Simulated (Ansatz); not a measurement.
# NaTlF3: complex band structure, part 2 of 2

A new crystal, NaTlF3: structure, gap and complex bands. It is built by putting Na for Cs in the CsTlF3 structure of space group Fm-3m, with the volume rescaled by atomic radii. The parent structure comes from the Materials Project.

Ansatz 0.2.0; PBE DFT, plane waves, PAW files (the session's first sound run).

So far. Step 2 (Cell and atoms at rest): The largest force component on a free atom ends at 0.0040 eV/Å.

The structure was built from a prototype and need not be the compound's stable phase.

**3. The bulk crystal and its band edges**

The energy window and the wavevectors of the next steps follow from the band edges, so these are searched first, off the mesh as well.

File input.yaml:

```yaml
crystal:
  lattice:
    - [0.0, 4.7468351032, 4.7468351032]
    - [4.7468351032, 0.0, 4.7468351032]
    - [4.7468351032, 4.7468351032, 0.0]
  atoms:
    - { symbol: Na, position: [0.75, 0.75, 0.75] }
    - { symbol: Na, position: [0.25, 0.25, 0.25] }
    - { symbol: Tl, position: [0.5, 0.5, 0.5] }
    - { symbol: Tl, position: [0.0, 0.0, 0.0] }
    - { symbol: F, position: [0.7688172716, 0.2311827284, 0.2311827284] }
    - { symbol: F, position: [0.2311827284, 0.2311827284, 0.7688172716] }
    - { symbol: F, position: [0.2311827284, 0.7688172716, 0.7688172716] }
    - { symbol: F, position: [0.2311827284, 0.7688172716, 0.2311827284] }
    - { symbol: F, position: [0.7688172716, 0.2311827284, 0.7688172716] }
    - { symbol: F, position: [0.7688172716, 0.7688172716, 0.2311827284] }
kpoints:
  mp_grid: { grid: [6, 6, 6] }
  band_path: { path: [VBM, CBM], npoints: 30 }
scf:
  occupations: { method: fixed }
hamiltonian:
  xc: pbe
output:
  eigenvalues: true
  write_potential: true
  write_density: true
  volumetric_format: npy
  elf: true
```

The run is started by

```bash
> ansatz run input.yaml --threads 2 --pin off --max-ram 4096MiB --backend cpu --events-out ev --progress --plain --runs-dir out
```

Numbers of over 12 decimals in the logs are rounded to 6 here.

Output:

```text
[...]
Crystal: 10 atoms, lattice volume = 213.916 Å³
Basis set: ecut = 420 eV, 4279 PW (Γ)
Bands: 53, of which v1, the nominal top of the filled ones, is band 43 counted from 1 (42 counted from 0)
Symmetry: 48 space group operations
[...]
k-points: 16 of 216
[...]
SCF iter   1: F=—  HF=-30714.353759 eV  |F-HF|=—  |Δ(HF+E_count)|=         —  Δρ=2.41e-3  dr2=2.97e-3  ethr=1.77e-3  ⟨swp⟩=4.4  Hψ=2905  notcnv=0  defer=124
[...]
SCF iter   6: F=-30714.353030 eV  HF=-30714.353030 eV  |F-HF|=5.53e-8  |Δ(HF+E_count)|=   2.26e-7  Δρ=6.06e-6  dr2=7.16e-8  ethr=1.16e-10  ⟨swp⟩=10.3  Hψ=3231  notcnv=0
SCF 1 converged in 6 iterations: F = -30714.353030 eV  dr2 = 7.16e-8
[...]
NSCF: frozen V_eff on 16 k-points
[...]
SCF converged after 6 iterations
Free energy (F): -30714.353030 eV
[...]
Internal energy: -30714.353030 eV  (E = F + TS)
E sigma→0 (E₀):  -30714.353030 eV
Fermi energy:    2.278469 eV
[...]
--- Band table (eV; the first three rows and the last of 16) ---
  k-point 0: bands = [... 39 lower, -0.2818, -0.0498, 0.1376, 0.1376, 5.1362, 6.1618, 7.4040, 7.8248, ... 6 higher]
  k-point 1: bands = [... 39 lower, -0.2980, 0.0299, 0.0299, 0.4714, 4.8807, 6.1563, 7.2478, 7.8899, ... 6 higher]
  k-point 2: bands = [... 39 lower, -0.3381, -0.1699, -0.1699, 1.2661, 4.2521, 6.2944, 6.8883, 8.0311, ... 6 higher]
  k-point 15: bands = [... 39 lower, -0.4212, -0.3297, -0.0576, 2.2785, 4.4689, 5.9672, 6.4285, 7.7210, ... 6 higher]
```

Run time: 12 s. Hardware: 2 threads of AMD EPYC 7R13 (Zen 3), shared host; peak memory 0.59 GiB; 23 s of CPU time.

In the SCF lines HF is the Harris–Foulkes energy and dr2 the Hartree energy of the density residual, in eV; the loop may stop once dr2 is under the threshold and the program's other checks hold. Hψ counts applications of the Hamiltonian.

This step gave:

```
free energy         : -30714.3530 eV
Fermi energy        : 2.278 eV
gap on the k-mesh   : 1.568 eV
gap on path         : 1.568 eV, by band count; negative where bands overlap
direct gap on path  : 2.095 eV
edge places on path : 0, 1.046 1/A along the path
```

Electronic bands along the path, in eV, zero at the Fermi level (highest filled level under fixed occupations); v1 is the highest filled band, c1 the lowest empty one:

| point | v4 | v3 | v2 | v1 | c1 | c2 | c3 | c4 |
| --- | --- | --- | --- | --- | --- | --- | --- | --- |
| VBM | -2.65 | -2.65 | -2.46 | 0.00 | 2.11 | 3.88 | 3.88 | 5.65 |
| halfway | -2.61 | -2.60 | -2.34 | -0.84 | 2.02 | 4.00 | 4.56 | 5.46 |
| CBM | -2.64 | -2.52 | -2.52 | -0.57 | 1.57 | 4.23 | 4.33 | 5.84 |

Valence density in the ac plane of the cell as run, not the conventional one, at fractional y = 0.231, with atoms of Na and F within 0.2 Å of it. It is the smooth field of the valence electrons, not physical close to the nuclei.

Values in e/Å³, 10 rows by 16 columns, each cell a mean:
```
 0  0  0  0  0  0  0  0  0  0  0  0  0  0  0  0
 0  1  3  6  3  1  0  0  0  0  1  4  5  2  0  0
 0  0  1  7  8  2  0  0  0  0  0  3  9  6  1  0
 0  0  0  0  1  1  0  0  0  0  0  0  1  1  1  0
 0  0  0  0  0  0  0  0  0  0  0  0  0  0  0  0
 0  0  0  0  0  0  0  0  0  0  0  0  0  0  0  0
 0  0  1  5  4  1  0  0  0  0  1  2  2  1  0  0
 0  0  1  7 14  6  0  0  0  0  1  5 10  5  1  0
 0  0  0  0  1  1  0  0  0  0  0  1  2  3  1  0
 0  0  0  0  0  0  0  0  0  0  0  0  0  0  0  0
```
Columns run along a (6.7 Å), rows up along c (6.7 Å). Atoms in or near the plane, at fractional coordinates: Na at (0.25, 0.25), F at (0.77, 0.23), F at (0.23, 0.77), F at (0.77, 0.77).

ELF in the ac plane of the cell as run, not the conventional one, at fractional y = 0.231, with atoms of Na and F within 0.2 Å of it. It is the smooth field of the valence electrons, not physical close to the nuclei.

Ten even steps from '0' (0.00) to '9' (0.81), each cell a mean:
```
1135420000245411111
1378862000268873111
1489995100169998411
1388798300048978831
0279789510016977971
0048999610112699984
1015898511221268985
1001466310232114664
0000122100122100122
0000000000001000000
0001100000011110000
0036630000135653100
0057674000268998520
0047447300269989962
0016646610148977984
1002677610015898985
1000145300001478873
0000000000000023431
0011000000011001111
```
Columns run along a (6.7 Å), rows up along c (6.7 Å). Atoms in or near the plane, at fractional coordinates: Na at (0.25, 0.25), F at (0.77, 0.23), F at (0.23, 0.77), F at (0.77, 0.77).

Electrostatic potential energy in the ac plane of the cell as run, not the conventional one, at fractional y = 0.231, with atoms of Na and F within 0.2 Å of it. With pseudopotentials it is smooth inside the atoms' cores, unlike the true potential.

Ten even steps from '0' (-41 eV) to '9' (8 eV), each cell a mean:
```
9999999999999999888
9998999999999899988
9973489999998436998
9961028999998201699
9983005999999400399
9998325999999942489
9999988999999998899
9999999999999999999
9999999999999999999
9999999999999999999
9888889999999999999
9876678999999999999
9873137899998558999
9872003789998202899
9986001689999300499
9998623689999831389
9999877789999986799
9999988889999999999
9999999999999999999
```
Columns run along a (6.7 Å; values clipped at the 3rd and 97th percentile), rows up along c (6.7 Å). Atoms in or near the plane, at fractional coordinates: Na at (0.25, 0.25), F at (0.77, 0.23), F at (0.23, 0.77), F at (0.77, 0.77).

The searched edges give 1.57 eV, as on the mesh.

**4. Complex bands**

This step: PBE DFT, plane waves, PAW files; complex bands by layer matching along the plane's normal (Ansatz 0.2.0).

The same crystal is laid in a cell whose first two vectors span the (001) plane (indices of the standard conventional cell, whose axes can be ordered otherwise than in the bulk input). At fixed energy and wavevector in the plane the solver finds all kz, real and complex. A few wavevectors are listed, (0, 0) and (-0.5, 0) in units of the plane's reciprocal vectors; the slowest state needn't be among them.

File input.yaml:

```yaml
crystal:
  lattice:
    - [6.713038581, 0.0, 0.0]
    - [0.0, 6.713038581, 0.0]
    - [3.356519291, 3.356519291, 4.746835103]
  atoms:
    - { symbol: Na, position: [0.75, 0.25, 0.5] }
    - { symbol: Na, position: [0.25, 0.75, 0.5] }
    - { symbol: Tl, position: [0.5, 0.5, 0.0] }
    - { symbol: Tl, position: [0.0, 0.0, 0.0] }
    - { symbol: F, position: [0.2311827284, 0.7688172716, 0.0] }
    - { symbol: F, position: [0.7688172716, 0.7688172716, 0.4623654568] }
    - { symbol: F, position: [0.7688172716, 0.2311827284, 0.0] }
    - { symbol: F, position: [0.2311827284, 0.2311827284, 0.0] }
    - { symbol: F, position: [0.7688172716, 0.7688172716, 0.0] }
    - { symbol: F, position: [0.2311827284, 0.2311827284, 0.5376345432] }
kpoints:
  mp_grid: { grid: [6, 6, 6] }
scf:
  occupations: { method: fixed }
hamiltonian:
  xc: pbe
output:
  eigenvalues: true
  transmission:
    leads: [[0, 0]]
    kpoints: [[0.0, 0.0], [-0.5, 0.0]]
    e_range: [-1.0, 2.57]
    de: 0.07
```

Output:

```text
[...]
Crystal: 10 atoms, lattice volume = 213.916 Å³
Basis set: ecut = 420 eV, 4279 PW (Γ)
Bands: 53, of which v1, the nominal top of the filled ones, is band 43 counted from 1 (42 counted from 0)
Symmetry: 48 space group operations
[...]
k-points: 16 of 216
[...]
SCF iter   1: F=—  HF=-30714.353697 eV  |F-HF|=—  |Δ(HF+E_count)|=         —  Δρ=2.41e-3  dr2=2.97e-3  ethr=1.77e-3  ⟨swp⟩=4.4  Hψ=2903  notcnv=0  defer=124
[...]
SCF iter   6: F=-30714.353038 eV  HF=-30714.353038 eV  |F-HF|=5.44e-8  |Δ(HF+E_count)|=   2.45e-7  Δρ=6.16e-6  dr2=7.36e-8  ethr=1.16e-10  ⟨swp⟩=10.3  Hψ=3267  notcnv=0
SCF 1 converged in 6 iterations: F = -30714.353038 eV  dr2 = 7.36e-8
[...]
transmission: 6 of 12 steps passed
transmission: 12 of 12 steps passed
SCF converged after 6 iterations
Free energy (F): -30714.353038 eV
[...]
Internal energy: -30714.353038 eV  (E = F + TS)
E sigma→0 (E₀):  -30714.353038 eV
Fermi energy:    2.278463 eV
[...]
--- Band table (eV; the first three rows and the last of 16) ---
  k-point 0: bands = [... 39 lower, -0.2818, -0.0498, 0.1376, 0.1376, 5.1362, 6.1618, 7.4040, 7.8248, ... 6 higher]
  k-point 1: bands = [... 39 lower, -0.2823, -0.2237, 0.1376, 0.6779, 4.8785, 6.1661, 7.3257, 7.6302, ... 6 higher]
  k-point 2: bands = [... 39 lower, -0.4284, -0.2840, 0.1372, 1.7644, 4.6539, 6.1059, 7.2043, 7.3538, ... 6 higher]
  k-point 15: bands = [... 39 lower, -0.4014, -0.3705, -0.1939, 2.1497, 4.2283, 6.2479, 6.3132, 7.8856, ... 6 higher]
--- Transmission ---
  basis      : 401 plane waves across, 6 finite elements along
  points     : 2, as listed
  energies   : 52 from -1.000000 to 2.570000 eV about the Fermi level, 0.070000 eV apart; the leads are filled to 0.783951 eV, and channels, transmission and decay are at 0.750000 eV
  crystal 0  : Tl2F6Na2, at the sites [0, 0], period 4.7468 Å: whole cells are its period
    offset         : up to 0.0000 Å between an atom of the period and one for which it stands
    channels       : 0.000000e0 a spin
    conductance    : none, the energies end too early or step too widely for 300 K: set another output.transmission.e_range or a lower de, or, where they end at an eighth of basis.ecutwfc, a higher one
    slowest decay  : 0.2536 /Å at (0.0000, 0.0000)
```

Wall time 1.7 min (2 threads); peak memory 1.3 GiB.

This step gave:

```yaml
level_to_which_the_leads_are_filled: 0.7840 eV from the Fermi level
decay_constant_at_the_filling_level_zone_centre: 0.2536 Å⁻¹
decay_constant_at_the_filling_level_slowest_listed_point: 0.2536 Å⁻¹
```

K parallel (0, 0); values up to 1.5 1/Å, a degenerate pair printed once or twice; energies at which all values exceed this have no row. The Im kz of the slowest decaying states by energy, zero at the highest filled level on the SCF mesh:

| energy (eV) | decay 1 (Å⁻¹) | decay 2 (Å⁻¹) | decay 3 (Å⁻¹) | decay 4 (Å⁻¹) |
| --- | --- | --- | --- | --- |
| -1.00 | 0.384 | 0.705 | 0.739 | 0.905 |
| -0.79 | 0.422 | 0.724 | 0.730 | 0.914 |
| -0.65 | 0.448 | 0.721 | 0.736 | 0.919 |
| -0.44 | 0.491 | 0.701 | 0.751 | 0.925 |
| -0.30 | 0.527 | 0.680 | 0.759 | 0.929 |
| -0.09 | 0.614 | 0.771 | 0.933 | 0.960 |
| -0.02 | 0.618 | 0.775 | 0.934 | 0.961 |
| 0.05 | 0.0670 | 0.622 | 0.778 | 0.935 |
| 0.26 | 0.149 | 0.635 | 0.787 | 0.937 |
| 0.40 | 0.184 | 0.646 | 0.792 | 0.938 |
| 0.61 | 0.227 | 0.670 | 0.799 | 0.938 |
| 0.82 | 0.267 | 0.716 | 0.805 | 0.936 |
| 0.96 | 0.295 | 0.800 | 0.809 | 0.934 |
| 1.17 | 0.360 | 0.585 | 0.813 | 0.856 |
| 1.31 | 0.418 | 0.775 | 0.816 | 0.924 |
| 1.52 | 0.362 | 0.717 | 0.819 | 0.914 |
| 1.66 | 0.329 | 0.688 | 0.821 | 0.906 |
| 1.87 | 0.279 | 0.649 | 0.823 | 0.893 |
| 2.01 | 0.242 | 0.625 | 0.824 | 0.882 |
| 2.22 | 0.166 | 0.588 | 0.826 | 0.865 |
| 2.36 | 0.0545 | 0.563 | 0.827 | 0.852 |
| 2.57 | 0.106 | 0.523 | 0.828 | 0.830 |

K parallel (-0.5, 0); values up to 1.5 1/Å, a degenerate pair printed once or twice; energies at which all values exceed this have no row. Im kz of the slowest decaying states against energy, zero at the highest filled level on the SCF mesh:

| energy (eV) | decay 1 (Å⁻¹) | decay 2 (Å⁻¹) | decay 3 (Å⁻¹) | decay 4 (Å⁻¹) |
| --- | --- | --- | --- | --- |
| -1.00 | 0.324 | 0.712 | 0.823 | 0.868 |
| -0.79 | 0.311 | 0.673 | 0.835 | 0.872 |
| -0.65 | 0.279 | 0.611 | 0.842 | 0.873 |
| -0.44 | 0.399 | 0.558 | 0.851 | 0.876 |
| -0.30 | 0.349 | 0.697 | 0.857 | 0.877 |
| -0.09 | 0.328 | 0.796 | 0.864 | 0.878 |
| -0.02 | 0.323 | 0.822 | 0.866 | 0.878 |
| 0.05 | 0.318 | 0.847 | 0.868 | 0.879 |
| 0.26 | 0.304 | 0.873 | 0.878 | 0.924 |
| 0.40 | 0.293 | 0.876 | 0.877 | 0.980 |
| 0.61 | 0.274 | 0.873 | 0.880 | 0.977 |
| 0.82 | 0.251 | 0.866 | 0.883 | 0.973 |
| 0.96 | 0.233 | 0.859 | 0.884 | 0.970 |
| 1.17 | 0.197 | 0.842 | 0.886 | 0.964 |
| 1.31 | 0.164 | 0.828 | 0.886 | 0.955 |
| 1.52 | 0.0751 | 0.804 | 0.886 | 0.942 |
| 1.66 | 0.786 | 0.885 | 0.936 | 0.949 |
| 1.87 | 0.757 | 0.883 | 0.931 | 0.941 |
| 2.01 | 0.0711 | 0.737 | 0.881 | 0.929 |
| 2.22 | 0.145 | 0.704 | 0.876 | 0.926 |
| 2.36 | 0.170 | 0.680 | 0.872 | 0.924 |
| 2.57 | 0.193 | 0.642 | 0.863 | 0.918 |

At the listed wavevectors the last open channel is at -0.02 eV and the next at +1.59 eV on the grid. At +0.75 eV, the grid energy nearest the filling level (the middle of the gap on the SCF mesh), the slowest state at the listed wavevectors decays with κ = 0.254 Å⁻¹, its amplitude falling by e over 3.9 Å. Through 1 nm of this crystal that state's transmission falls by exp(−2 × 0.254 Å⁻¹ × 10 Å) = 0.0063.

**5. Band edges at another level, cutoff 1320 eV**

This step: PBE DFT, plane waves, norm-conserving files (Ansatz 0.2.0).

The edges again with norm-conserving files, at the same atoms. Against that run the cutoff is 1320 eV against 420.

File input.yaml:

```yaml
crystal:
  lattice:
    - [0.0, 4.7468351032, 4.7468351032]
    - [4.7468351032, 0.0, 4.7468351032]
    - [4.7468351032, 4.7468351032, 0.0]
  atoms:
    - { symbol: Na, position: [0.75, 0.75, 0.75] }
    - { symbol: Na, position: [0.25, 0.25, 0.25] }
    - { symbol: Tl, position: [0.5, 0.5, 0.5] }
    - { symbol: Tl, position: [0.0, 0.0, 0.0] }
    - { symbol: F, position: [0.7688172716, 0.2311827284, 0.2311827284] }
    - { symbol: F, position: [0.2311827284, 0.2311827284, 0.7688172716] }
    - { symbol: F, position: [0.2311827284, 0.7688172716, 0.7688172716] }
    - { symbol: F, position: [0.2311827284, 0.7688172716, 0.2311827284] }
    - { symbol: F, position: [0.7688172716, 0.2311827284, 0.7688172716] }
    - { symbol: F, position: [0.7688172716, 0.7688172716, 0.2311827284] }
kpoints:
  mp_grid: { grid: [6, 6, 6] }
  band_path: { path: [VBM, CBM], npoints: 30 }
scf:
  occupations: { method: fixed }
hamiltonian:
  xc: pbe
  pseudopotentials: { kind: nc }
output:
  eigenvalues: true
```

Output:

```text
[...]
Crystal: 10 atoms, lattice volume = 213.916 Å³
Basis set: ecut = 1320 eV, 23289 PW (Γ)
Bands: 53, of which v1, the nominal top of the filled ones, is band 43 counted from 1 (42 counted from 0)
Symmetry: 48 space group operations
[...]
k-points: 16 of 216
[...]
SCF iter   1: F=—  HF=-10595.793554 eV  |F-HF|=—  |Δ(HF+E_count)|=         —  Δρ=1.52e-1  dr2=3.95e1  ethr=3.10e-3  ⟨swp⟩=9.8  Hψ=5041  notcnv=0  defer=107
[...]
SCF iter  10: F=-10583.068520 eV  HF=-10583.068520 eV  |F-HF|=5.53e-9  |Δ(HF+E_count)|=   2.89e-7  Δρ=4.35e-6  dr2=2.80e-8  ethr=1.16e-10  ⟨swp⟩=33.4  Hψ=9394  notcnv=0
SCF 1 converged in 10 iterations: F = -10583.068520 eV  dr2 = 2.80e-8
[...]
SCF converged after 10 iterations
Free energy (F): -10583.068520 eV
[...]
Internal energy: -10583.068520 eV  (E = F + TS)
E sigma→0 (E₀):  -10583.068520 eV
Fermi energy:    2.347134 eV
[...]
--- Band table (eV; the first three rows and the last of 16) ---
  k-point 0: bands = [... 39 lower, -0.1937, 0.0148, 0.2059, 0.2059, 5.1974, 6.2241, 7.4795, 7.9041, ... 6 higher]
  k-point 1: bands = [... 39 lower, -0.2102, 0.0984, 0.0984, 0.5388, 4.9396, 6.2227, 7.3234, 7.9688, ... 6 higher]
  k-point 2: bands = [... 39 lower, -0.2503, -0.0967, -0.0967, 1.3353, 4.3088, 6.3650, 6.9620, 8.1095, ... 6 higher]
  k-point 15: bands = [... 39 lower, -0.3336, -0.2420, 0.0116, 2.3471, 4.5187, 6.0444, 6.5055, 7.7948, ... 6 higher]
```

Wall time 1.7 min (2 threads); peak memory 1.4 GiB; 3.3 min of CPU time.

This step gave:

```
free energy        : -10583.0685 eV
Fermi energy       : 2.347 eV
gap on the k-mesh  : 1.554 eV
gap on path        : 1.553 eV, by band count; negative where bands overlap
direct gap on path : 2.077 eV
```

Electronic bands along the path, in eV, zero at the Fermi level (highest filled level under fixed occupations); v1 is the highest filled band, c1 the lowest empty one:

| point | v4 | v3 | v2 | v1 | c1 | c2 | c3 | c4 |
| --- | --- | --- | --- | --- | --- | --- | --- | --- |
| VBM | -2.63 | -2.63 | -2.46 | 0.00 | 2.09 | 3.89 | 3.89 | 5.65 |
| halfway | -2.59 | -2.59 | -2.34 | -0.84 | 2.01 | 4.00 | 4.56 | 5.47 |
| CBM | -2.62 | -2.52 | -2.52 | -0.57 | 1.55 | 4.24 | 4.33 | 5.85 |

The searched edges give 1.55 eV, as on the mesh.

**6. Complex bands at another level**

This step: PBE DFT, plane waves, norm-conserving files; complex bands by layer matching along the plane's normal (Ansatz 0.2.0).

The complex bands at that level, over its own gap, at (0, 0) and (-0.5, 0).

File input.yaml:

```yaml
crystal:
  lattice:
    - [6.713038581, 0.0, 0.0]
    - [0.0, 6.713038581, 0.0]
    - [3.356519291, 3.356519291, 4.746835103]
  atoms:
    - { symbol: Na, position: [0.75, 0.25, 0.5] }
    - { symbol: Na, position: [0.25, 0.75, 0.5] }
    - { symbol: Tl, position: [0.5, 0.5, 0.0] }
    - { symbol: Tl, position: [0.0, 0.0, 0.0] }
    - { symbol: F, position: [0.2311827284, 0.7688172716, 0.0] }
    - { symbol: F, position: [0.7688172716, 0.7688172716, 0.4623654568] }
    - { symbol: F, position: [0.7688172716, 0.2311827284, 0.0] }
    - { symbol: F, position: [0.2311827284, 0.2311827284, 0.0] }
    - { symbol: F, position: [0.7688172716, 0.7688172716, 0.0] }
    - { symbol: F, position: [0.2311827284, 0.2311827284, 0.5376345432] }
kpoints:
  mp_grid: { grid: [6, 6, 6] }
scf:
  occupations: { method: fixed }
hamiltonian:
  xc: pbe
  pseudopotentials: { kind: nc }
output:
  eigenvalues: true
  transmission:
    leads: [[0, 0]]
    kpoints: [[0.0, 0.0], [-0.5, 0.0]]
    e_range: [-1.0, 2.55]
    de: 0.07
```

Output:

```text
Engine: ansatz 0.2.0, x86_64-unknown-linux-gnu
Pseudopotentials: kind: nc
Pseudopotential: Na, nc, valence charge 9, recommended cutoff 1197.300995 eV (normal), Na.nc.azcp
Pseudopotential: Tl, nc, valence charge 13, recommended cutoff 820 eV (normal), Tl.nc.azcp
Pseudopotential: F, nc, valence charge 7, recommended cutoff 1320 eV (normal), F.nc.azcp
Functional definition: PBE
  parameter kappa = 0.804
  parameter beta = 0.066725
  exchange = pbe_x(kappa = kappa, mu = beta*pi^2/3)
  correlation = pbe_c(beta = beta)
Error: memory limit exceeded: the `transmission` phase of `transmission` needs 11.38 GiB against the run's memory maximum of 4.00 GiB; largest carriers: transmission 11.00 GiB, unmodelled-tail allowance 0.30 GiB, source scf tables 0.07 GiB, source scf state 0.00 GiB; the layers of output.transmission grow with the square of the cell's cross-section: a lower cutoff or a narrower output.transmission.e_range takes less, and so, most of all in a narrow cell, does a wider de; where no e_range is typed, a fill by count is planned with a gap of 40 thermal energies
with nothing else changed it takes a maximum of at least 11.39 GiB, with nothing to spare, and 12.53 GiB leaves up to a tenth: --max-ram 12.53GiB where that set the maximum, else more of the term that did, and with no share typed, where 12.53 GiB is over 0.88 of the host's memory or its container's limit, a share of 0.88 or more that holds the maximum too (--max-ram-frac F), where one does; The budget is ten eleventh [...]
`transmission` follows the SCF: where the deck gives it k-points, a mesh or a band count of its own, those are what to reduce (not on a resume, whose deck is fixed)
```

It took 0.27 s on 2 threads; peak memory 0.23 GiB.

The input was rejected at the start.

The program's message: “Error: memory limit exceeded: the `transmission` phase of `transmission` needs 11.38 GiB against the run's memory maximum of 4.00 GiB; largest carriers: transmission 11.00 GiB, unmodelled-tail allowan …”

**7. Results**

```json
{
 "band gap": "1.57 eV",
 "least decay constant at mid-gap, normal to (001)": "0.254 Å⁻¹"
}
```

In words: With PBE, the slowest decay at the wavevectors tried is κ = 0.254 Å⁻¹, normal to (001). Through such a film the transmission near mid-gap falls as exp(−2κd), a factor of ten every 4.5 Å. A free electron under a barrier of half the gap would need a mass of 0.31 mₑ to decay at this rate. The compound is made up by substitution; its stability against other phases and against distortions of the cell's symmetry was not tested. A semilocal functional narrows gaps, while spin-orbit coupling, left out here, narrows them in compounds of heavy elements, so the error in κ can go either way.

[Logs are printed without paths, hosts, clocks, repeated set-up lines and the standing remarks that a program may print on its own settings, such as how far it seeks lower states.]

[Hosts, paths, dates, database ids (printed as entryN), source tags and the programs' standing remarks are cut or masked in the printed files.]
